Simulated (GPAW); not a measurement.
# 1T-IrSSe monolayer in an electric field

Aim: the dipole that a field along the normal induces in 1T-IrSSe monolayer.

Method: GPAW, PAW setups; layer in a repeated cell with vacuum, relaxation of atoms and in-plane cell, in the first sound run; inputs show where later runs differ, in GPAW 26.7.0.

**1. The starting structure**

The cell holds 3 atoms: 1 Se, 1 Ir and 1 S. Cell: a = 3.456 Å, b = 3.456 Å, c = 18.709 Å, α = 90.0°, β = 90.0°, γ = 120.0°. Vacuum lies along c.

**2. Relaxation**

The atoms are relaxed first, since the surface dipole, and with it the work function, follows the positions of the outer layers.

File run.py:

```python
import json
import numpy as np
from ase import Atoms
from ase.filters import FrechetCellFilter
from ase.optimize import BFGS
from gpaw import GPAW, PW

slab = Atoms(
    ['Se', 'Ir', 'S'],
    positions=[
        [1.72798, 0.99765, 8.00000],
        [0.00000, 0.00000, 9.48792],
        [-0.00000, 1.99530, 10.70846]],
    cell=[[3.45596, 0.0, 0.0], [-1.72798, 2.99295, 0.0], [0.0, 0.0, 18.7085]],
    pbc=[True, True, True])

slab.calc = GPAW(mode=PW(600), xc='PBE', kpts={'size': (9, 9, 1), 'gamma': True},
                 occupations={'name': 'fermi-dirac', 'width': 0.05}, nbands='160%',
                 convergence={'density': 1e-05}, maxiter=200,
                 symmetry={'tolerance': 1e-3}, txt='slab.txt')
result = {}
# The in-plane cell is free; stress needs a cell that repeats along all three vectors
path = []
opt = BFGS(FrechetCellFilter(slab, mask=[1, 1, 0, 0, 0, 1]), maxstep=0.2)
opt.attach(lambda: path.append((slab.get_potential_energy(), slab.positions.tolist(), slab.get_forces().tolist())))
result['relaxed'] = bool(opt.run(fmax=0.02, steps=45))
result['path'] = path
result['cell'] = slab.cell.tolist()
print('in-plane lattice', slab.cell.cellpar().round(4)[[0, 1, 5]])
energy = slab.get_potential_energy()
fermi = slab.calc.get_fermi_level()
v = slab.calc.get_electrostatic_potential().mean((0, 1)) - fermi
n = slab.calc.get_pseudo_density().mean((0, 1))
L = slab.cell[2, 2]
z = np.arange(len(v)) * L / len(v)
low, high = slab.positions[:, 2].min(), slab.positions[:, 2].max()
below, above = np.interp([low - 5.8, high + 5.8], z, v)
slopes = [np.interp(x, z, np.gradient(v, z)) for x in (low - 5.8, high + 5.8)]
eps = np.array([[slab.calc.get_eigenvalues(k, s) for k in range(len(slab.calc.get_ibz_k_points()))]
                for s in range(slab.calc.get_number_of_spins())]) - fermi
top, bottom = eps[eps < 0].max(), eps[eps > 0].min()
dipole = slab.get_dipole_moment()[2]
print(f'energy {energy:.4f} eV, Fermi level {fermi:.4f} eV, dipole {dipole:.5f} e A')
print(f'potential 5.8 A off the faces, from the Fermi level: lower {below:.4f} eV, upper {above:.4f} eV')
print(f'slope of the potential there: lower {slopes[0]:.5f}, upper {slopes[1]:.5f} eV/A')
print(f'nearest levels on the mesh: {top:.4f} and {bottom:.4f} eV')
print('magnetic moment', round(slab.get_magnetic_moment(), 3))
result.update(energy=energy, fermi=fermi, dipole=dipole, below=below, above=above, slopes=slopes, edges=[top, bottom],
              z=z.tolist(), v=v.tolist(), n=n.tolist(), positions=slab.positions.tolist(),
              forces=slab.get_forces(apply_constraint=False).tolist(), moments=slab.get_magnetic_moments().tolist())
json.dump(result, open('result.json', 'w'))
```

Run with:

```console
$ OMP_NUM_THREADS=1 OPENBLAS_NUM_THREADS=1 python run.py
```

What it wrote:

```text
Step          Energy          fmax
BFGS:    0      -17.481642        1.085936
BFGS:    1      -17.525087        0.823500
BFGS:    2      -17.591950        0.477762
BFGS:    3      -17.600018        0.540758
BFGS:    4      -17.629340        0.586908
BFGS:    5      -17.648518        0.530036
BFGS:    6      -17.658687        0.282475
BFGS:    7      -17.660892        0.137307
BFGS:    8      -17.661818        0.055313
BFGS:    9      -17.662064        0.017366
in-plane lattice [  3.6293   3.6293 120.    ]
energy -17.6525 eV, Fermi level -1.9532 eV, dipole 0.00174 e A
potential 5.8 A off the faces, from the Fermi level: lower 5.4720 eV, upper 5.4654 eV
slope of the potential there: lower 0.00140, upper 0.00143 eV/A
nearest levels on the mesh: -0.0535 and 0.1687 eV
magnetic moment 0.0
```

The job ended after 4.2 min (1 thread of Intel Xeon Platinum 8488C (Sapphire Rapids), shared host; peak memory 0.4 GiB).

Numbers from this step:

```yaml
dipole_along_the_normal: 0.001739 e·Å
levels_nearest_the_fermi_level_on_the_mesh: -0.05351, 0.1687 eV from the Fermi level
```

Table of electrostatic potential energy of an electron (without an applied field's), less the Fermi level, planar mean by z:

```tsv
z (Å)	electrostatic potential energy of an electron (without an applied field's), less the Fermi level, planar mean (eV)
0.0	5.47
0.5	5.47
1.0	5.47
1.5	5.47
2.0	5.47
2.5	5.47
3.0	5.47
3.5	5.47
4.0	5.47
4.5	5.47
5.0	5.47
5.5	5.45
6.0	5.38
6.5	5.06
7.0	3.66
7.5	-2.08
8.0	-15.3
8.5	-9.00
9.0	-8.19
9.5	-16.5
10.0	-12.4
10.5	-15.1
11.0	-4.29
11.5	3.26
12.0	5.02
12.5	5.37
13.0	5.44
13.5	5.46
14.0	5.46
14.5	5.46
15.0	5.46
15.5	5.46
16.0	5.46
16.5	5.47
17.0	5.47
17.5	5.47
18.0	5.47
18.5	5.47
```

Pseudo valence density, planar mean against z:

z (Å), pseudo valence density, planar mean (e/Å³) and a bar:
```
        4       0.00 
        5       0.00 
        6       0.00 
        7       0.09 ###
        8       0.22 ########
        9       0.61 #######################
       10       0.80 ##############################
       11       0.32 ############
       12       0.03 #
       13       0.00 
       14       0.00
```

The relaxation lowered the energy of the cell by 0.188 eV (energies extrapolated to zero smearing; the optimiser's log prints free energies). The largest force left on a free atom is 0.012 eV/Å.

**3. Plane waves, PBE**

The work function is the vacuum plateau of the electrostatic potential less the Fermi level; a dipole layer lets the two faces have plateaus of their own.

This step: GPAW, PAW setups; slab in vacuum (GPAW 26.7.0).

The cell differs from the one that the last finished run ended in (c 18.709 → 18.482 Å).

run.py, as its differences from that of step 2:

```diff
@@ -3,4 +3,2 @@
 from ase import Atoms
-from ase.filters import FrechetCellFilter
-from ase.optimize import BFGS
 from gpaw import GPAW, PW
@@ -10,21 +8,14 @@
     positions=[
-        [1.72798, 0.99765, 8.00000],
-        [0.00000, 0.00000, 9.48792],
-        [-0.00000, 1.99530, 10.70846]],
-    cell=[[3.45596, 0.0, 0.0], [-1.72798, 2.99295, 0.0], [0.0, 0.0, 18.7085]],
-    pbc=[True, True, True])
+        [1.81465, 1.04769, 8.00000],
+        [-0.00000, -0.00000, 9.43302],
+        [-0.00000, 2.09538, 10.48169]],
+    cell=[[3.6293, 0.0, 0.0], [-1.81465, 3.14307, 0.0], [0.0, 0.0, 18.4817]],
+    pbc=[True, True, False])
 
-slab.calc = GPAW(mode=PW(600), xc='PBE', kpts={'size': (9, 9, 1), 'gamma': True},
+slab.calc = GPAW(mode=PW(400), xc='PBE', kpts={'size': (9, 9, 1), 'gamma': True},
                  occupations={'name': 'fermi-dirac', 'width': 0.05}, nbands='160%',
                  convergence={'density': 1e-05}, maxiter=200,
+                 poissonsolver={'dipolelayer': 'xy'},
                  symmetry={'tolerance': 1e-3}, txt='slab.txt')
 result = {}
-# The in-plane cell is free; stress needs a cell that repeats along all three vectors
-path = []
-opt = BFGS(FrechetCellFilter(slab, mask=[1, 1, 0, 0, 0, 1]), maxstep=0.2)
-opt.attach(lambda: path.append((slab.get_potential_energy(), slab.positions.tolist(), slab.get_forces().tolist())))
-result['relaxed'] = bool(opt.run(fmax=0.02, steps=45))
-result['path'] = path
-result['cell'] = slab.cell.tolist()
-print('in-plane lattice', slab.cell.cellpar().round(4)[[0, 1, 5]])
 energy = slab.get_potential_energy()
```

What it wrote:

```text
energy -17.5881 eV, Fermi level -1.9111 eV, dipole 0.00133 e A
potential 5.8 A off the faces, from the Fermi level: lower 5.4801 eV, upper 5.4603 eV
slope of the potential there: lower -0.00002, upper 0.00005 eV/A
nearest levels on the mesh: -0.0535 and 0.1687 eV
magnetic moment 0.0
```

Run time: 18 s. Hardware: 1 thread; peak memory 0.2 GiB.

Numbers from this step:

* dipole along the normal: 0.001329 e·Å
* levels nearest the Fermi level on the mesh: -0.05353, 0.1687 eV from the Fermi level
* upper work function: 5.460 eV
* lower work function: 5.480 eV

Table of electrostatic potential energy of an electron (without an applied field's), less the Fermi level, planar mean by z:

```tsv
z (Å)	electrostatic potential energy of an electron (without an applied field's), less the Fermi level, planar mean (eV)
0	5.47
1	5.48
2	5.48
3	5.48
4	5.48
5	5.47
6	5.35
7	3.09
8	-16.2
9	-9.91
10	-11.9
11	-2.08
12	5.13
13	5.45
14	5.46
15	5.46
16	5.46
17	5.46
18	5.46
```

The pseudo valence density, planar mean by z:

z (Å), pseudo valence density, planar mean (e/Å³) and a bar from the least value:
```
     0.00       0.00 
     0.41       0.00 
     1.03       0.00 
     1.44       0.00 
     2.05       0.00 
     2.46       0.00 
     2.87       0.00 
     3.49       0.00 
     3.90       0.00 
     4.52       0.00 
     4.93       0.00 
     5.34       0.00 
     5.96       0.01 
     6.37       0.02 
     6.98       0.10 ##
     7.39       0.26 ######
     7.80       0.26 ######
     8.42       0.45 ##########
     8.83       0.55 ############
     9.45       1.39 ##############################
     9.86       0.85 ##################
    10.47       0.40 #########
    10.88       0.34 #######
    11.29       0.16 ###
    11.91       0.02 #
    12.32       0.01 
    12.94       0.00 
    13.35       0.00 
    13.76       0.00 
    14.37       0.00 
    14.79       0.00 
    15.40       0.00 
    15.81       0.00 
    16.22       0.00 
    16.84       0.00 
    17.25       0.00 
    17.87       0.00 
    18.28       0.00
```

The potential is flat to 4.7e-5 eV/Å where it is read, so the vacuum is wide enough.

**4. In a field**

A uniform field along the normal polarises the slab; the atoms stay fixed, so this is the electronic response alone.

run.py, as its differences from that of step 3:

```diff
@@ -4,2 +4,3 @@
 from gpaw import GPAW, PW
+from gpaw.external import ConstantElectricField
 
@@ -18,2 +19,3 @@
                  poissonsolver={'dipolelayer': 'xy'},
+                 external=ConstantElectricField(-0.2, [0, 0, 1]),
                  symmetry={'tolerance': 1e-3}, txt='slab.txt')
```

What it wrote:

```text
energy -17.5935 eV, Fermi level -1.9052 eV, dipole -0.05634 e A
potential 5.8 A off the faces, from the Fermi level: lower 5.0135 eV, upper 5.9073 eV
slope of the potential there: lower -0.00007, upper 0.00000 eV/A
nearest levels on the mesh: -0.0548 and 0.1694 eV
magnetic moment 0.0
```

It took 55 s on 1 thread; peak memory 0.27 GiB.

This step gave:

* dipole along the normal: -0.05634 e·Å
* levels nearest the Fermi level on the mesh: -0.05481, 0.1694 eV from the Fermi level
* potential below the slab, the applied field's own ramp left out: 5.013 eV from the Fermi level
* potential above the slab, the applied field's own ramp left out: 5.907 eV from the Fermi level

Electrostatic potential energy of an electron (without an applied field's), less the Fermi level, planar mean against z:

z (Å), electrostatic potential energy of an electron (without an applied field's), less the Fermi level, planar mean (eV) and a bar from the least value:
```
        0        5.5 #############################
        1        5.0 #############################
        2        5.0 #############################
        3        5.0 #############################
        4        5.0 #############################
        5        5.0 #############################
        6        4.9 #############################
        7        2.7 ##########################
        8      -16.5 
        9      -10.0 #########
       10      -11.8 ######
       11       -1.7 ####################
       12        5.6 ##############################
       13        5.9 ##############################
       14        5.9 ##############################
       15        5.9 ##############################
       16        5.9 ##############################
       17        5.9 ##############################
       18        5.9 ##############################
```

The dipole is now -0.0563 e Å, against 0.0013 in the run without a field.

**5. In a field**

run.py, as its differences from that of step 4:

```diff
@@ -19,3 +19,3 @@
                  poissonsolver={'dipolelayer': 'xy'},
-                 external=ConstantElectricField(-0.2, [0, 0, 1]),
+                 external=ConstantElectricField(-0.1, [0, 0, 1]),
                  symmetry={'tolerance': 1e-3}, txt='slab.txt')
```

What it wrote:

```text
energy -17.5894 eV, Fermi level -1.9077 eV, dipole -0.02756 e A
potential 5.8 A off the faces, from the Fermi level: lower 5.2461 eV, upper 5.6832 eV
slope of the potential there: lower -0.00004, upper 0.00003 eV/A
nearest levels on the mesh: -0.0541 and 0.1691 eV
magnetic moment 0.0
```

Wall time 55 s (1 thread); peak memory 0.27 GiB.

Numbers from this step:

```
dipole along the normal                                         : -0.02756 e·Å
levels nearest the Fermi level on the mesh                      : -0.05415, 0.1691 eV from the Fermi level
potential below the slab, the applied field's own ramp left out : 5.246 eV from the Fermi level
potential above the slab, the applied field's own ramp left out : 5.683 eV from the Fermi level
```

The electrostatic potential energy of an electron (without an applied field's), less the Fermi level, planar mean by z:

```tsv
z (Å)	electrostatic potential energy of an electron (without an applied field's), less the Fermi level, planar mean (eV)
0.0	5.46
0.5	5.25
1.0	5.25
1.5	5.25
2.0	5.25
2.5	5.25
3.0	5.25
3.5	5.25
4.0	5.25
4.5	5.24
5.0	5.24
5.5	5.22
6.0	5.12
6.5	4.71
7.0	2.89
7.5	-4.32
8.0	-16.4
8.5	-7.49
9.0	-9.93
9.5	-16.5
10.0	-11.9
10.5	-14.6
11.0	-1.91
11.5	4.04
12.0	5.35
12.5	5.61
13.0	5.67
13.5	5.68
14.0	5.68
14.5	5.68
15.0	5.68
15.5	5.68
16.0	5.68
16.5	5.68
17.0	5.68
17.5	5.68
18.0	5.68
```

The dipole is now -0.0276 e Å, against 0.0013 in the run without a field.

**6. Field on**

run.py, as its differences from that of step 5:

```diff
@@ -19,3 +19,3 @@
                  poissonsolver={'dipolelayer': 'xy'},
-                 external=ConstantElectricField(-0.1, [0, 0, 1]),
+                 external=ConstantElectricField(-0.05, [0, 0, 1]),
                  symmetry={'tolerance': 1e-3}, txt='slab.txt')
```

What it wrote:

```text
energy -17.5884 eV, Fermi level -1.9093 eV, dipole -0.01316 e A
potential 5.8 A off the faces, from the Fermi level: lower 5.3629 eV, upper 5.5716 eV
slope of the potential there: lower -0.00003, upper 0.00004 eV/A
nearest levels on the mesh: -0.0538 and 0.1689 eV
magnetic moment 0.0
```

It took 57 s on 1 thread; peak memory 0.27 GiB.

The electrostatic potential energy of an electron (without an applied field's), less the Fermi level, planar mean by z:

z (Å), electrostatic potential energy of an electron (without an applied field's), less the Fermi level, planar mean (eV) and a bar from the least value:
```
      0.0        5.5 ##############################
      0.5        5.4 ##############################
      1.0        5.4 ##############################
      1.5        5.4 ##############################
      2.0        5.4 ##############################
      2.5        5.4 ##############################
      3.0        5.4 ##############################
      3.5        5.4 ##############################
      4.0        5.4 ##############################
      4.5        5.4 ##############################
      5.0        5.4 ##############################
      5.5        5.3 ##############################
      6.0        5.2 ##############################
      6.5        4.8 #############################
      7.0        3.0 ##########################
      7.5       -4.2 #################
      8.0      -16.3 
      8.5       -7.5 ############
      9.0       -9.9 #########
      9.5      -16.5 
     10.0      -11.9 ######
     10.5      -14.7 ##
     11.0       -2.0 ####################
     11.5        3.9 ############################
     12.0        5.2 ##############################
     12.5        5.5 ##############################
     13.0        5.6 ##############################
     13.5        5.6 ##############################
     14.0        5.6 ##############################
     14.5        5.6 ##############################
     15.0        5.6 ##############################
     15.5        5.6 ##############################
     16.0        5.6 ##############################
     16.5        5.6 ##############################
     17.0        5.6 ##############################
     17.5        5.6 ##############################
     18.0        5.6 ##############################
```

**7. Field on**

run.py, as its differences from that of step 6:

```diff
@@ -19,3 +19,3 @@
                  poissonsolver={'dipolelayer': 'xy'},
-                 external=ConstantElectricField(-0.05, [0, 0, 1]),
+                 external=ConstantElectricField(0.05, [0, 0, 1]),
                  symmetry={'tolerance': 1e-3}, txt='slab.txt')
```

What it wrote:

```text
energy -17.5886 eV, Fermi level -1.9132 eV, dipole 0.01565 e A
potential 5.8 A off the faces, from the Fermi level: lower 5.5977 eV, upper 5.3493 eV
slope of the potential there: lower -0.00001, upper 0.00006 eV/A
nearest levels on the mesh: -0.0532 and 0.1685 eV
magnetic moment 0.0
```

The job ended after 55 s (1 thread; peak memory 0.28 GiB).

**8. In a field**

run.py, as its differences from that of step 7:

```diff
@@ -19,3 +19,3 @@
                  poissonsolver={'dipolelayer': 'xy'},
-                 external=ConstantElectricField(0.05, [0, 0, 1]),
+                 external=ConstantElectricField(0.1, [0, 0, 1]),
                  symmetry={'tolerance': 1e-3}, txt='slab.txt')
```

What it wrote:

```text
energy -17.5897 eV, Fermi level -1.9155 eV, dipole 0.03007 e A
potential 5.8 A off the faces, from the Fermi level: lower 5.7157 eV, upper 5.2385 eV
slope of the potential there: lower -0.00000, upper 0.00007 eV/A
nearest levels on the mesh: -0.0529 and 0.1683 eV
magnetic moment 0.0
```

Wall time 57 s (1 thread); peak memory 0.27 GiB.

The dipole is now 0.0301 e Å, against 0.0013 in the run without a field.

(Continued in part 2 of 2.)

[Logs are printed without paths, hosts, clocks, repeated set-up lines and the standing remarks that a program may print on its own settings, such as how far it seeks lower states.]

[Hosts, paths, dates, database ids (printed as entryN), source tags and the programs' standing remarks are cut or masked in the printed files.]
